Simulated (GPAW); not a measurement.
# Work function of 1T-IrSeTe monolayer at several levels

How far do functional and basis move the work function of 1T-IrSeTe monolayer?

Method: GPAW, PAW setups; layer in a repeated cell with vacuum, relaxation of atoms and in-plane cell, in the first sound run; inputs show where later runs differ, in GPAW 26.7.0.

### 1. Starting point

The cell holds 3 atoms: 1 Te, 1 Ir and 1 Se. Its edges and angles: a = 3.685 Å, b = 3.685 Å, c = 20.903 Å, α = 90.0°, β = 90.0°, γ = 120.0°. Vacuum lies along c.

### 2. Relaxing the atoms

The atoms are relaxed first, since the surface dipole, and with it the work function, follows the positions of the outer layers.

File run.py:

```python
import json
import numpy as np
from ase import Atoms
from ase.filters import FrechetCellFilter
from ase.optimize import BFGS
from gpaw import GPAW, PW

slab = Atoms(
    ['Te', 'Ir', 'Se'],
    positions=[
        [1.84265, 1.06386, 9.00000],
        [0.00000, 0.00000, 10.61133],
        [-0.00000, 2.12771, 11.90283]],
    cell=[[3.68531, 0.0, 0.0], [-1.84265, 3.19157, 0.0], [0.0, 0.0, 20.9028]],
    pbc=[True, True, True])

slab.calc = GPAW(mode=PW(600), xc='PBE', kpts={'size': (9, 9, 1), 'gamma': True},
                 occupations={'name': 'fermi-dirac', 'width': 0.05}, nbands='160%',
                 convergence={'density': 1e-05}, maxiter=200,
                 symmetry={'tolerance': 1e-3}, txt='slab.txt')
result = {}
# The in-plane cell is free; stress needs a cell that repeats along all three vectors
path = []
opt = BFGS(FrechetCellFilter(slab, mask=[1, 1, 0, 0, 0, 1]), maxstep=0.2)
opt.attach(lambda: path.append((slab.get_potential_energy(), slab.positions.tolist(), slab.get_forces().tolist())))
result['relaxed'] = bool(opt.run(fmax=0.02, steps=45))
result['path'] = path
result['cell'] = slab.cell.tolist()
print('in-plane lattice', slab.cell.cellpar().round(4)[[0, 1, 5]])
energy = slab.get_potential_energy()
fermi = slab.calc.get_fermi_level()
v = slab.calc.get_electrostatic_potential().mean((0, 1)) - fermi
n = slab.calc.get_pseudo_density().mean((0, 1))
L = slab.cell[2, 2]
z = np.arange(len(v)) * L / len(v)
low, high = slab.positions[:, 2].min(), slab.positions[:, 2].max()
below, above = np.interp([low - 6.8, high + 6.8], z, v)
slopes = [np.interp(x, z, np.gradient(v, z)) for x in (low - 6.8, high + 6.8)]
eps = np.array([[slab.calc.get_eigenvalues(k, s) for k in range(len(slab.calc.get_ibz_k_points()))]
                for s in range(slab.calc.get_number_of_spins())]) - fermi
top, bottom = eps[eps < 0].max(), eps[eps > 0].min()
dipole = slab.get_dipole_moment()[2]
print(f'energy {energy:.4f} eV, Fermi level {fermi:.4f} eV, dipole {dipole:.5f} e A')
print(f'potential 6.8 A off the faces, from the Fermi level: lower {below:.4f} eV, upper {above:.4f} eV')
print(f'slope of the potential there: lower {slopes[0]:.5f}, upper {slopes[1]:.5f} eV/A')
print(f'nearest levels on the mesh: {top:.4f} and {bottom:.4f} eV')
print('magnetic moment', round(slab.get_magnetic_moment(), 3))
result.update(energy=energy, fermi=fermi, dipole=dipole, below=below, above=above, slopes=slopes, edges=[top, bottom],
              z=z.tolist(), v=v.tolist(), n=n.tolist(), positions=slab.positions.tolist(),
              forces=slab.get_forces(apply_constraint=False).tolist(), moments=slab.get_magnetic_moments().tolist())
json.dump(result, open('result.json', 'w'))
```

The run is started by

```sh
$ OMP_NUM_THREADS=1 OPENBLAS_NUM_THREADS=1 python run.py
```

What it wrote:

```text
Step          Energy          fmax
BFGS:    0      -16.537678        0.397202
BFGS:    1      -16.543032        0.320701
BFGS:    2      -16.554713        0.233770
BFGS:    3      -16.556432        0.255869
BFGS:    4      -16.565136        0.281056
BFGS:    5      -16.571675        0.281049
BFGS:    6      -16.576054        0.210722
BFGS:    7      -16.577302        0.125821
BFGS:    8      -16.578276        0.046909
BFGS:    9      -16.578435        0.015031
in-plane lattice [  3.812   3.812 120.   ]
energy -16.5646 eV, Fermi level -1.6007 eV, dipole -0.01475 e A
potential 6.8 A off the faces, from the Fermi level: lower 4.8977 eV, upper 4.9437 eV
slope of the potential there: lower -0.00999, upper -0.01006 eV/A
nearest levels on the mesh: -0.0105 and 0.0390 eV
magnetic moment 0.0
```

Elapsed: 8.7 min, on 1 thread of Arm Neoverse V1, shared host; peak memory 0.4 GiB.

Numbers from this step:

| Property | Result |
| --- | --- |
| dipole along the normal | -0.01475 e·Å |
| levels nearest the Fermi level on the mesh | -0.01050, 0.03896 eV from the Fermi level |

The electrostatic potential energy of an electron (without an applied field's), less the Fermi level, planar mean by z:

```csv
z (Å),"electrostatic potential energy of an electron (without an applied field's), less the Fermi level, planar mean (eV)"
0.0,4.92
0.5,4.92
1.0,4.91
1.5,4.91
2.0,4.90
2.5,4.90
3.0,4.89
3.5,4.89
4.0,4.88
4.5,4.88
5.0,4.87
5.5,4.86
6.0,4.85
6.5,4.81
7.0,4.66
7.5,4.11
8.0,2.02
8.5,-5.16
9.0,-16.9
9.5,-11.1
10.0,-6.79
10.5,-13.9
11.0,-11.3
11.5,-12.0
12.0,-11.8
12.5,-0.0248
13.0,3.85
13.5,4.74
14.0,4.93
14.5,4.97
15.0,4.98
15.5,4.97
16.0,4.97
16.5,4.96
17.0,4.96
17.5,4.95
18.0,4.95
18.5,4.94
19.0,4.94
19.5,4.93
20.0,4.93
20.5,4.92
```

The pseudo valence density, planar mean oscillates, so the rows of the table below give means over windows of 1 Å about each position, cut where the curve ends. Its maxima inside the range that stand out by 2 % of the span (Å: e/Å³): 8.5: 0.255, 10.6: 1.26, 12.2: 0.307. Its minima: 9.1: 0.101, 11.8: 0.213.

Table of pseudo valence density, planar mean by z; means over each step:

z (Å), pseudo valence density, planar mean (e/Å³) and a bar:
```
        5       0.00 
        6       0.00 
        7       0.01 
        8       0.12 ####
        9       0.20 #######
       10       0.61 #####################
       11       0.85 ##############################
       12       0.28 ##########
       13       0.08 ###
       14       0.00 
       15       0.00 
       16       0.00
```

The relaxation lowered the energy of the cell by 0.0397 eV (energies extrapolated to zero smearing; the optimiser's log prints free energies). The largest force left on a free atom is 0.014 eV/Å.

### 3. Plane waves, PBE

The work function is the vacuum plateau of the electrostatic potential less the Fermi level; a dipole layer lets the two faces have plateaus of their own.

This step: GPAW, PAW setups; slab in vacuum (GPAW 26.7.0).

The cell differs from the one that the last finished run ended in (c 20.903 → 20.707 Å).

run.py, as its differences from that of step 2:

```diff
@@ -3,4 +3,2 @@
 from ase import Atoms
-from ase.filters import FrechetCellFilter
-from ase.optimize import BFGS
 from gpaw import GPAW, PW
@@ -10,21 +8,14 @@
     positions=[
-        [1.84265, 1.06386, 9.00000],
-        [0.00000, 0.00000, 10.61133],
-        [-0.00000, 2.12771, 11.90283]],
-    cell=[[3.68531, 0.0, 0.0], [-1.84265, 3.19157, 0.0], [0.0, 0.0, 20.9028]],
-    pbc=[True, True, True])
+        [1.90601, 1.10044, 9.00000],
+        [-0.00000, 0.00000, 10.52787],
+        [-0.00000, 2.20087, 11.70738]],
+    cell=[[3.81203, -0.0, 0.0], [-1.90601, 3.30131, 0.0], [0.0, 0.0, 20.7074]],
+    pbc=[True, True, False])
 
-slab.calc = GPAW(mode=PW(600), xc='PBE', kpts={'size': (9, 9, 1), 'gamma': True},
+slab.calc = GPAW(mode=PW(400), xc='PBE', kpts={'size': (9, 9, 1), 'gamma': True},
                  occupations={'name': 'fermi-dirac', 'width': 0.05}, nbands='160%',
                  convergence={'density': 1e-05}, maxiter=200,
+                 poissonsolver={'dipolelayer': 'xy'},
                  symmetry={'tolerance': 1e-3}, txt='slab.txt')
 result = {}
-# The in-plane cell is free; stress needs a cell that repeats along all three vectors
-path = []
-opt = BFGS(FrechetCellFilter(slab, mask=[1, 1, 0, 0, 0, 1]), maxstep=0.2)
-opt.attach(lambda: path.append((slab.get_potential_energy(), slab.positions.tolist(), slab.get_forces().tolist())))
-result['relaxed'] = bool(opt.run(fmax=0.02, steps=45))
-result['path'] = path
-result['cell'] = slab.cell.tolist()
-print('in-plane lattice', slab.cell.cellpar().round(4)[[0, 1, 5]])
 energy = slab.get_potential_energy()
```

What it wrote:

```text
energy -16.5015 eV, Fermi level -1.5701 eV, dipole -0.01122 e A
potential 6.8 A off the faces, from the Fermi level: lower 4.8429 eV, upper 5.0016 eV
slope of the potential there: lower 0.00002, upper -0.00004 eV/A
nearest levels on the mesh: -0.0106 and 0.0390 eV
magnetic moment 0.0
```

Wall time 30 s (1 thread); peak memory 0.21 GiB.

This step gave:

```
dipole along the normal                    : -0.01122 e·Å
levels nearest the Fermi level on the mesh : -0.01061, 0.03900 eV from the Fermi level
upper work function                        : 5.002 eV
lower work function                        : 4.843 eV
```

The electrostatic potential energy of an electron (without an applied field's), less the Fermi level, planar mean by z:

```csv
z (Å),"electrostatic potential energy of an electron (without an applied field's), less the Fermi level, planar mean (eV)"
0.0,4.92
0.5,4.84
1.0,4.84
1.5,4.84
2.0,4.84
2.5,4.84
3.0,4.84
3.5,4.84
4.0,4.84
4.5,4.84
5.0,4.84
5.5,4.84
6.0,4.83
6.5,4.78
7.0,4.60
7.5,3.89
8.0,1.22
8.5,-7.43
9.0,-17.4
9.5,-9.22
10.0,-7.78
10.5,-14.5
11.0,-10.2
11.5,-13.5
12.0,-9.22
12.5,1.17
13.0,4.13
13.5,4.81
14.0,4.96
14.5,4.99
15.0,5.00
15.5,5.00
16.0,5.00
16.5,5.00
17.0,5.00
17.5,5.00
18.0,5.00
18.5,5.00
19.0,5.00
19.5,5.00
20.0,5.00
20.5,4.97
```

Pseudo valence density, planar mean against z:

z (Å), pseudo valence density, planar mean (e/Å³) and a bar:
```
        5       0.00 
        6       0.00 
        7       0.01 
        8       0.13 ######
        9       0.12 #####
       10       0.58 #########################
       11       0.69 ##############################
       12       0.28 ############
       13       0.04 ##
       14       0.00 
       15       0.00
```

The potential is flat to 3.5e-5 eV/Å where it is read, so the vacuum is wide enough.

### 4. Self-consistent run: xc = "vdW-DF2"

The same geometry under vdW-DF2, to see how far the functional moves the levels against the vacuum (the van der Waals functionals take revPBE setups).

run.py, as its differences from that of step 3:

```diff
@@ -14,3 +14,3 @@
 
-slab.calc = GPAW(mode=PW(400), xc='PBE', kpts={'size': (9, 9, 1), 'gamma': True},
+slab.calc = GPAW(mode=PW(400), xc='vdW-DF2', kpts={'size': (9, 9, 1), 'gamma': True},
                  occupations={'name': 'fermi-dirac', 'width': 0.05}, nbands='160%',
```

What it wrote:

```text
energy -340.7237 eV, Fermi level -1.8182 eV, dipole -0.01032 e A
potential 6.8 A off the faces, from the Fermi level: lower 5.2240 eV, upper 5.3698 eV
slope of the potential there: lower -0.00003, upper -0.00001 eV/A
nearest levels on the mesh: -0.0110 and 0.0510 eV
magnetic moment 0.0
```

Wall time 39 s (1 thread); peak memory 0.37 GiB.

Numbers from this step:

* dipole along the normal: -0.01032 e·Å
* levels nearest the Fermi level on the mesh: -0.01103, 0.05100 eV from the Fermi level
* upper work function: 5.370 eV
* lower work function: 5.224 eV

Table of electrostatic potential energy of an electron (without an applied field's), less the Fermi level, planar mean by z:

```csv
z (Å),"electrostatic potential energy of an electron (without an applied field's), less the Fermi level, planar mean (eV)"
0,5.30
1,5.22
2,5.22
3,5.22
4,5.22
5,5.22
6,5.20
7,4.92
8,1.33
9,-17.5
10,-8.05
11,-10.4
12,-9.25
13,4.37
14,5.31
15,5.36
16,5.37
17,5.37
18,5.37
19,5.37
20,5.37
```

Pseudo valence density, planar mean against z:

```csv
z (Å),"pseudo valence density, planar mean (e/Å³)"
5,7.2e-5
6,8.7e-4
7,0.0113
8,0.131
9,0.120
10,0.581
11,0.690
12,0.283
13,0.0460
14,0.00259
15,1.6e-4
16,1.5e-5
```

Force by atom:

```csv
atom,x (eV/Å),y (eV/Å),z (eV/Å),size
Te1,0.00,0.00,-1.40,1.40
Ir2,0.00,0.00,0.02,0.02
Se3,0.00,0.00,1.37,1.37
```

The upper face's work function is 5.370 eV, against 5.002 eV in the first plane-wave PBE run at this geometry.

### 5. Self-consistent run: xc = "RPBE"

The same geometry under RPBE, to see how far the functional moves the levels against the vacuum.

run.py, as its differences from that of step 4:

```diff
@@ -14,3 +14,3 @@
 
-slab.calc = GPAW(mode=PW(400), xc='vdW-DF2', kpts={'size': (9, 9, 1), 'gamma': True},
+slab.calc = GPAW(mode=PW(400), xc='RPBE', kpts={'size': (9, 9, 1), 'gamma': True},
                  occupations={'name': 'fermi-dirac', 'width': 0.05}, nbands='160%',
```

What it wrote:

```text
energy -15.3117 eV, Fermi level -1.4806 eV, dipole -0.01238 e A
potential 6.8 A off the faces, from the Fermi level: lower 4.7454 eV, upper 4.9208 eV
slope of the potential there: lower 0.00001, upper -0.00004 eV/A
nearest levels on the mesh: -0.0126 and 0.0413 eV
magnetic moment 0.0
```

Run time: 30 s. Hardware: 1 thread; peak memory 0.21 GiB.

Numbers from this step:

| Property | Result |
| --- | --- |
| dipole along the normal | -0.01238 e·Å |
| levels nearest the Fermi level on the mesh | -0.01257, 0.04126 eV from the Fermi level |
| upper work function | 4.921 eV |
| lower work function | 4.745 eV |

The upper face's work function is 4.921 eV, against 5.002 eV in the first plane-wave PBE run at this geometry.

### 6. OptPBE vdW: xc = "optPBE-vdW"

The same geometry under optPBE-vdW, to see how far the functional moves the levels against the vacuum (the van der Waals functionals take revPBE setups).

run.py, as its differences from that of step 5:

```diff
@@ -14,3 +14,3 @@
 
-slab.calc = GPAW(mode=PW(400), xc='RPBE', kpts={'size': (9, 9, 1), 'gamma': True},
+slab.calc = GPAW(mode=PW(400), xc='optPBE-vdW', kpts={'size': (9, 9, 1), 'gamma': True},
                  occupations={'name': 'fermi-dirac', 'width': 0.05}, nbands='160%',
```

What it wrote:

```text
energy -59.6064 eV, Fermi level -1.7471 eV, dipole -0.01174 e A
potential 6.8 A off the faces, from the Fermi level: lower 5.0704 eV, upper 5.2366 eV
slope of the potential there: lower 0.00001, upper -0.00004 eV/A
nearest levels on the mesh: -0.0130 and 0.0492 eV
magnetic moment 0.0
```

Elapsed: 41 s, on 1 thread; peak memory 0.37 GiB.

This step gave:

```yaml
dipole_along_the_normal: -0.01174 e·Å
levels_nearest_the_fermi_level_on_the_mesh: -0.01298, 0.04918 eV from the Fermi level
upper_work_function: 5.237 eV
lower_work_function: 5.070 eV
```

Electrostatic potential energy of an electron (without an applied field's), less the Fermi level, planar mean against z:

```csv
z (Å),"electrostatic potential energy of an electron (without an applied field's), less the Fermi level, planar mean (eV)"
0,5.15
1,5.07
2,5.07
3,5.07
4,5.07
5,5.07
6,5.05
7,4.78
8,1.31
9,-17.4
10,-7.79
11,-10.2
12,-9.18
13,4.29
14,5.18
15,5.23
16,5.24
17,5.24
18,5.24
19,5.24
20,5.24
```

The upper face's work function is 5.237 eV, against 5.002 eV in the first plane-wave PBE run at this geometry.

### 7. Self-consistent run: xc = "LDA"

The same geometry under LDA, to see how far the functional moves the levels against the vacuum.

run.py, as its differences from that of step 6:

```diff
@@ -14,3 +14,3 @@
 
-slab.calc = GPAW(mode=PW(400), xc='optPBE-vdW', kpts={'size': (9, 9, 1), 'gamma': True},
+slab.calc = GPAW(mode=PW(400), xc='LDA', kpts={'size': (9, 9, 1), 'gamma': True},
                  occupations={'name': 'fermi-dirac', 'width': 0.05}, nbands='160%',
```

What it wrote:

```text
energy -19.0172 eV, Fermi level -1.8254 eV, dipole -0.01071 e A
potential 6.8 A off the faces, from the Fermi level: lower 5.0849 eV, upper 5.2361 eV
slope of the potential there: lower 0.00002, upper -0.00004 eV/A
nearest levels on the mesh: -0.0024 and 0.0268 eV
magnetic moment 0.0
```

The job ended after 28 s (1 thread; peak memory 0.2 GiB).

This step gave:

| Item | Value |
| --- | --- |
| dipole along the normal | -0.01071 e·Å |
| levels nearest the Fermi level on the mesh | -0.002388, 0.02682 eV from the Fermi level |
| upper work function | 5.236 eV |
| lower work function | 5.085 eV |

Table of electrostatic potential energy of an electron (without an applied field's), less the Fermi level, planar mean by z:

```csv
z (Å),"electrostatic potential energy of an electron (without an applied field's), less the Fermi level, planar mean (eV)"
0.0,5.16
0.5,5.08
1.0,5.08
1.5,5.08
2.0,5.08
2.5,5.08
3.0,5.08
3.5,5.08
4.0,5.08
4.5,5.08
5.0,5.08
5.5,5.08
6.0,5.07
6.5,5.02
7.0,4.84
7.5,4.14
8.0,1.49
8.5,-7.12
9.0,-17.1
9.5,-8.88
10.0,-7.46
10.5,-14.2
11.0,-9.93
11.5,-13.2
12.0,-8.93
12.5,1.43
13.0,4.38
13.5,5.05
14.0,5.20
14.5,5.23
15.0,5.23
15.5,5.24
16.0,5.24
16.5,5.24
17.0,5.24
17.5,5.24
18.0,5.24
18.5,5.24
19.0,5.24
19.5,5.24
20.0,5.24
20.5,5.20
```

The upper face's work function is 5.236 eV, against 5.002 eV in the first plane-wave PBE run at this geometry.

### 8. Self-consistent run: xc = "revPBE"

The same geometry under revPBE, to see how far the functional moves the levels against the vacuum.

run.py, as its differences from that of step 7:

```diff
@@ -14,3 +14,3 @@
 
-slab.calc = GPAW(mode=PW(400), xc='LDA', kpts={'size': (9, 9, 1), 'gamma': True},
+slab.calc = GPAW(mode=PW(400), xc='revPBE', kpts={'size': (9, 9, 1), 'gamma': True},
                  occupations={'name': 'fermi-dirac', 'width': 0.05}, nbands='160%',
```

What it wrote:

```text
energy -15.4892 eV, Fermi level -1.4856 eV, dipole -0.01204 e A
potential 6.8 A off the faces, from the Fermi level: lower 4.7451 eV, upper 4.9156 eV
slope of the potential there: lower 0.00001, upper -0.00004 eV/A
nearest levels on the mesh: -0.0123 and 0.0400 eV
magnetic moment 0.0
```

Run time: 30 s. Hardware: 1 thread; peak memory 0.21 GiB.

This step gave:

- dipole along the normal: -0.01204 e·Å
- levels nearest the Fermi level on the mesh: -0.01230, 0.04002 eV from the Fermi level
- upper work function: 4.916 eV
- lower work function: 4.745 eV

Table of electrostatic potential energy of an electron (without an applied field's), less the Fermi level, planar mean by z:

z (Å), electrostatic potential energy of an electron (without an applied field's), less the Fermi level, planar mean (eV) and a bar from the least value:
```
      0.0        4.8 ##############################
      0.5        4.7 ##############################
      1.0        4.7 ##############################
      1.5        4.7 ##############################
      2.0        4.7 ##############################
      2.5        4.7 ##############################
      3.0        4.7 ##############################
      3.5        4.7 ##############################
      4.0        4.7 ##############################
      4.5        4.7 ##############################
      5.0        4.7 ##############################
      5.5        4.7 ##############################
      6.0        4.7 ##############################
      6.5        4.7 ##############################
      7.0        4.5 #############################
      7.5        3.8 #############################
      8.0        1.1 #########################
      8.5       -7.5 #############
      9.0      -17.5 
      9.5       -9.3 ###########
     10.0       -7.8 #############
     10.5      -14.6 ####
     11.0      -10.3 ##########
     11.5      -13.6 #####
     12.0       -9.3 ###########
     12.5        1.1 #########################
     13.0        4.1 #############################
     13.5        4.7 ##############################
     14.0        4.9 ##############################
     14.5        4.9 ##############################
     15.0        4.9 ##############################
     15.5        4.9 ##############################
     16.0        4.9 ##############################
     16.5        4.9 ##############################
     17.0        4.9 ##############################
     17.5        4.9 ##############################
     18.0        4.9 ##############################
     18.5        4.9 ##############################
     19.0        4.9 ##############################
     19.5        4.9 ##############################
     20.0        4.9 ##############################
     20.5        4.9 ##############################
```

The upper face's work function is 4.916 eV, against 5.002 eV in the first plane-wave PBE run at this geometry.

(Continued in part 2 of 2.)

[Logs are printed without paths, hosts, clocks, repeated set-up lines and the standing remarks that a program may print on its own settings, such as how far it seeks lower states.]

[Hosts, paths, dates, database ids (printed as entryN), source tags and the programs' standing remarks are cut or masked in the printed files.]
